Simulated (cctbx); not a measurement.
**Absolute structure of Ce2CuSn2Ge2**

Space group Amm2 (no. 38), a = 4.4620 Å, b = 4.3560 Å, c = 15.8960 Å, α = 90.00°, β = 90.00°, γ = 90.00°.

| atom | mult. | x | y | z | Ueq (Å²) |
| --- | --- | --- | --- | --- | --- |
| Ce1 | 2 | 0 | 1/2 | 0.3963 | 0.0059 |
| Ce2 | 2 | 1/2 | 0 | 0.0964 | 0.0065 |
| Sn1 | 2 | 0 | 0 | 0.2434 | 0.0063 |
| Sn2 | 2 | 1/2 | 1/2 | 0.2435 | 0.0068 |
| Ge1 | 2 | 0 | 1/2 | 0.0717 | 0.0048 |
| Ge2 | 2 | 1/2 | 0 | 0.4499 | 0.0098 |
| Cu1 | 2 | 1/2 | 0 | 0.3021 | 0.0033 |

The model is made up (kin elements in a known structure type, no relaxation), so it says nothing on whether the phase exists.

Data sets are simulated with cctbx and refined with Bijvoet mates kept apart; Flack x is then fitted as the share of an inverted twin with the atoms fixed, Hooft y from the Bijvoet differences. The group is acentric but holds improper operations, so there is an absolute structure (orientation) and no hand.

Untwinned crystal. What Flack and Hooft values should come out?

| λ (Å) | extinction (unmodelled) | d min (Å) | top counts | error (%) | model | R1 | Flack x | s.u. | Hooft y | s.u. | pairs |
| --- | --- | --- | --- | --- | --- | --- | --- | --- | --- | --- | --- |
| 0.71073 | 0.1 | 0.77 | 20000 | 4 | as given | 0.0144 | 0.01 | 0.02 | 0.009 | 0.027 | 215 |
| 0.71073 | 0.1 | 0.77 | 20000 | 4 | inverted | 0.0247 | 0.96 | 0.02 | 1.002 | 0.028 | 215 |
| 1.54184 | 0 | 0.83 | 5000 | 3 | as given | 0.0192 | 0.002 | 0.008 | 0.003 | 0.009 | 177 |

With Mo Kα, x is within 3 s.u. of 0, so the absolute structure is right. With Cu Kα, x is within 3 s.u. of 0, so the absolute structure is right. Inverting the model turns x into about 1 − x.

A further crystal gives:

```csv
λ (Å),extinction (unmodelled),d min (Å),top counts,error (%),model,R1,Flack x,s.u.,Hooft y,s.u.,pairs
0.71073,0,0.7,70000,2,as given,0.0100,0.303,0.009,0.306,0.012,283
```

**Question.** What is it?

It was simulated as an inversion twin with a fraction 0.3 of the inverted domain. Flack x is over 3 s.u. from both 0 and 1 and reads that fraction.

[Logs are printed without paths, hosts, clocks, repeated set-up lines and the standing remarks that a program may print on its own settings, such as how far it seeks lower states.]
